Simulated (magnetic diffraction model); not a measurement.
## Which magnetic order? TmAl3B4S12

Space group R32 (no. 155), a = 11.5640 Å, c = 8.7930 Å.

| site | atom | x | y | z |
| --- | --- | --- | --- | --- |
| 3a | Tm | 0 | 0 | 0 |
| 9e | S | 0.4053 | 0.4053 | 1/2 |
| 18f | S | 0.1516 | 0.4539 | 0.4679 |
| 9e | S | 0.1498 | 0.1498 | 1/2 |
| 9d | Al | 0.1169 | 0.7836 | 1/3 |
| 9e | B | 0.5567 | 0.5567 | 1/2 |
| 3b | B | 0 | 0 | 1/2 |

The compound is invented for this exercise: a known structure type with other elements, its cell scaled to their sizes and not relaxed.

Only Tm is taken to order (form factors of Tm3+); orders and moment sizes are assumed, and not adapted to the symmetry. Radiation: neutrons of λ = 2.0775 Å (absorption by B left out), 3° to 50°; isotropic B of 0.24 Å² (Tm), 0.4 Å² (S), 0.3 Å² (Al) and 0.47 Å² (B). The intensities are simulated: I ∝ L Σ (|F_N|² + |F_M⊥|²) for unpolarised neutrons, with F_M = 2.695 fm/μB × Σ f(s) S exp(2πi Q·r) exp(−B s²) at Q = H ± k (one set where k and −k are equivalent), only the part normal to Q counting and L = 1/(sin²θ cos θ). For collinear order S is the moment m, which repeats by lattice and centring translations R with the sign exp(−2πi k·R). Form factors are spin-only for 3d ions and dipole or tabulated for f ions, scattering lengths are Sears's of 1992, and absorption is left out. A label names one of the reflections at its angle. The strongest nuclear line in the range is 100, and lines under 0.2 are left out.

Above the ordering temperature:

| 2θ (°) | index | I |
| --- | --- | --- |
| 18.09 | (1 0 1) | 0.3 |
| 20.70 | (1 1 0) | 0.8 |
| 27.62 | (0 2 1) | 3.5 |
| 29.91 | (0 1 2) | 0.3 |
| 34.77 | (2 1 1) | 21.7 |
| 36.26 | (3 0 0) | 4.9 |
| 36.65 | (2 0 2) | 100.0 |
| 41.51 | (0 0 3) | 18.8 |
| 42.12 | (2 2 0) | 16.4 |
| 42.46 | (1 2 2) | 22.7 |
| 46.18 | (1 3 1) | 15.3 |
| 46.82 | (1 1 3) | 8.9 |

Below it (cell unchanged):

```csv
2θ (°),I
10.31,48.5
14.82,3.8
17.90,15.8
18.09,0.3
20.70,0.8
20.86,13.3
25.56,10.9
27.50,13.1
27.62,3.5
28.00,0.3
29.55,8.8
29.91,0.3
31.27,5.0
31.71,2.4
33.11,3.7
34.77,21.7
35.07,3.0
36.26,4.9
36.36,6.2
36.65,100.0
37.80,6.7
38.17,3.1
39.37,5.3
41.07,1.5
41.51,18.8
42.12,16.4
42.20,4.7
42.46,22.7
42.89,0.3
43.81,2.9
44.89,6.2
45.54,0.7
46.10,4.3
46.18,15.3
46.42,2.7
46.82,8.9
```
(The table stops after 36 lines; 3 more lie at higher angle.)

**Question.** Check that the new lines index with k = (1/2 1/2 0), then choose among these models:
A. collinear moments along [120], 5.4 μB on Tm
B. collinear moments along [001], 5.4 μB on Tm
C. collinear moments along [100], 5.4 μB on Tm

The new lines index as (1/2 1/2 0) at 10.31°, (1/2 -1/2 1) at 14.82°, (3/2 -3/2 0) at 17.90° and (-1/2 3/2 1) at 20.86°, that is as H ± k with k = (1/2 1/2 0), one of 3 inequivalent arms of its star (k and −k counted as one), which a powder can't tell apart. Half indices mean that the moments reverse under translations with k·R a half-integer, and the magnetic cell has twice the primitive volume.

Magnetic intensity, observed (below minus above) and for each model:

| 2θ (°) | index | observed | A | B | C |
| --- | --- | --- | --- | --- | --- |
| 10.31 | (1/2 1/2 0) | 48.5 | 12.1 | 48.5 | 36.4 |
| 14.82 | (1/2 -1/2 1) | 3.8 | 22.3 | 3.8 | 20.4 |
| 17.90 | (3/2 -3/2 0) | 15.8 | 11.9 | 15.8 | 4.0 |
| 27.50 | (5/2 -1/2 0) | 13.1 | 6.1 | 13.1 | 7.0 |
| 28.00 | (-1/2 1/2 2) | 0.3 | 6.2 | 0.3 | 6.1 |
| 31.71 | (3/2 -1/2 2) | 2.4 | 8.6 | 2.4 | 8.4 |
| 37.80 | (7/2 -5/2 0) | 6.7 | 4.7 | 6.7 | 1.9 |
| 42.89 | (1/2 1/2 3) | 0.3 | 4.8 | 0.3 | 5.0 |

Model B matches.

The structure used: k = (1/2 1/2 0), collinear moments along [001], 5.4 μB on Tm.

[Logs are printed without paths, hosts, clocks, repeated set-up lines and the standing remarks that a program may print on its own settings, such as how far it seeks lower states.]
